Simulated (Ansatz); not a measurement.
# Compressing and expanding random rock-salt alloy of NbC and TiC (64 atoms): runs compared

How stiff is random rock-salt alloy of NbC and TiC (64 atoms)?

Computed with Ansatz 0.2.0: Kohn-Sham DFT, revPBE, PAW (set soft_1), plane waves; PAW set soft_1.

## (1) The cell

The cell holds 64 atoms: 28 Nb, 32 C and 4 Ti. Cell: a = 8.905 Å, b = 8.905 Å, c = 8.905 Å, α = 90.0°, β = 90.0°, γ = 90.0°. It derives from NbC and TiC (rock-salt), repeated 2×2×2. Rock-salt NbC, 2 x 2 x 2 conventional cells, 4 of 32 Nb sites given to Ti at random (x = 0.125), lattice by Vegard's rule (a = 4.452 Å); not relaxed, displaced by a Gaussian of 0.02 Å.

## (2) The reference run

The reference is a single point at the end of the relaxation.

Every strained cell starts from the geometry of this run, and its atoms are relaxed with the cell held.

Its input, with most atom lines left out:

```yaml
crystal:
  lattice:
    - [8.97438, 0.0048, -0.00026]
    - [0.0048, 8.97003, 0.00075]
    - [-0.00026, 0.00075, 8.96945]
  atoms:
    - { symbol: Nb, position: [0.00517, 0.00274, 0.9992] }
    - { symbol: C, position: [0.25028, 0.99946, 0.99961] }
    - { symbol: Nb, position: [0.00021, 0.24965, 0.24505] }
    - { symbol: C, position: [0.25085, 0.2501, 0.25001] }
    - { symbol: Nb, position: [0.25162, 0.99944, 0.24528] }
    - { symbol: C, position: [0.00063, 0.99906, 0.25027] }
    - { symbol: Nb, position: [0.24557, 0.24549, 0.00043] }
    [... atom lines 8 to 64 left out ...]
kpoints:
  mp_grid: { grid: [2, 2, 2] }
hamiltonian:
  xc: revpbe
  pseudopotentials: { kind: paw, azcp: { folder: soft_1 } }
scf:
  occupations: { method: fermi_dirac, width: 0.025 }
output:
  forces: true
  stress: true
  populations: true
  dos:
    method: { smearing: { sigma: 0.1 } }
    de: 0.1
    projected: { site_lists: { C: [C], Nb: [Nb], Ti: [Ti] } }
  eigenvalues: true
  write_density: true
  write_potential: true
  volumetric_format: npy
```

* free energy per atom: -2276.6944 eV/atom
* r.m.s. force component: 0.00137 eV/Å
* pressure: 0.02088 GPa

16 levels are partly filled, by over 2 % (on the run's k-points): at this level the cell shows no clear gap.

## (3) The runs

Each row is one run, on 8 threads of AMD EPYC 9B14 (Zen 4), shared host. The free energy is the program's total, comparable only between runs with the same functional and atoms.

```
                                 run  atoms    outcome  relaxation steps  free energy (eV)     time  host memory (GiB)
           Single point at the start     64  converged                 -       -145707.312     16 s                8.0
              Cell and atoms relaxed     64  converged                22       -145708.444  4.5 min                8.2
Single point at the relaxed geometry     64  converged                 -       -145708.444     29 s                8.1
                         Volume -3 %     64  converged                 2       -145707.833     31 s                7.8
                         Volume +3 %     64  converged                 2       -145707.901     33 s                8.3
                         Volume -6 %     64  converged                 3       -145705.875     43 s                7.7
                         Volume +6 %     64  converged                 3       -145706.374     49 s                8.6
                        Volume -10 %     64  converged                 8       -145700.773  1.7 min                7.5
```

In some runs the program notes that the SCF threshold is loose for the stress.

## (4) Pressure against volume

Atoms are relaxed at each volume, in the scaled cell.

| volume change (%) | volume (Å³/atom) | energy change (meV/atom) | pressure (GPa) | largest move on relaxing (Å) | bonds |
| --- | --- | --- | --- | --- | --- |
| -10 | 10.154 | 119.87 | 37.29 | 0.03 | 192 |
| -6 | 10.605 | 40.14 | 20.03 | 0.01 | 192 |
| -3 | 10.943 | 9.54 | 9.25 | 0.00 | 192 |
| +0 | 11.282 | 0.00 | 0.02 | - | 192 |
| +3 | 11.620 | 8.48 | -7.86 | 0.01 | 192 |
| +6 | 11.959 | 32.34 | -14.57 | 0.01 | 192 |

## (5) What came out

The bulk modulus, from the slope of pressure against ln V over the three points nearest the relaxed volume, is 285 GPa; a quadratic over all points gives a pressure derivative of about 4.5.

Caveats: Strains are finite and relaxations stop at the force tolerance of the input, which can leave moduli too stiff; they are those of a static cell at zero temperature. Volumes are changed with the cell's shape held, so in an anisotropic solid the modulus lies over the one under free hydrostatic load. The program notes that the SCF threshold of the relaxations is loose for the stress. The host structure and its lattice constant were typed by rule, without a check against the phase diagram.

The DFT runs together took 9.6 min of wall time.

[Long decimals in the printed logs are rounded to 6 places.]

[Logs are printed without paths, hosts, clocks, repeated set-up lines and the standing remarks that a program may print on its own settings, such as how far it seeks lower states.]

[Hosts, paths, dates, database ids (printed as entryN), source tags and the programs' standing remarks are cut or masked in the printed files.]
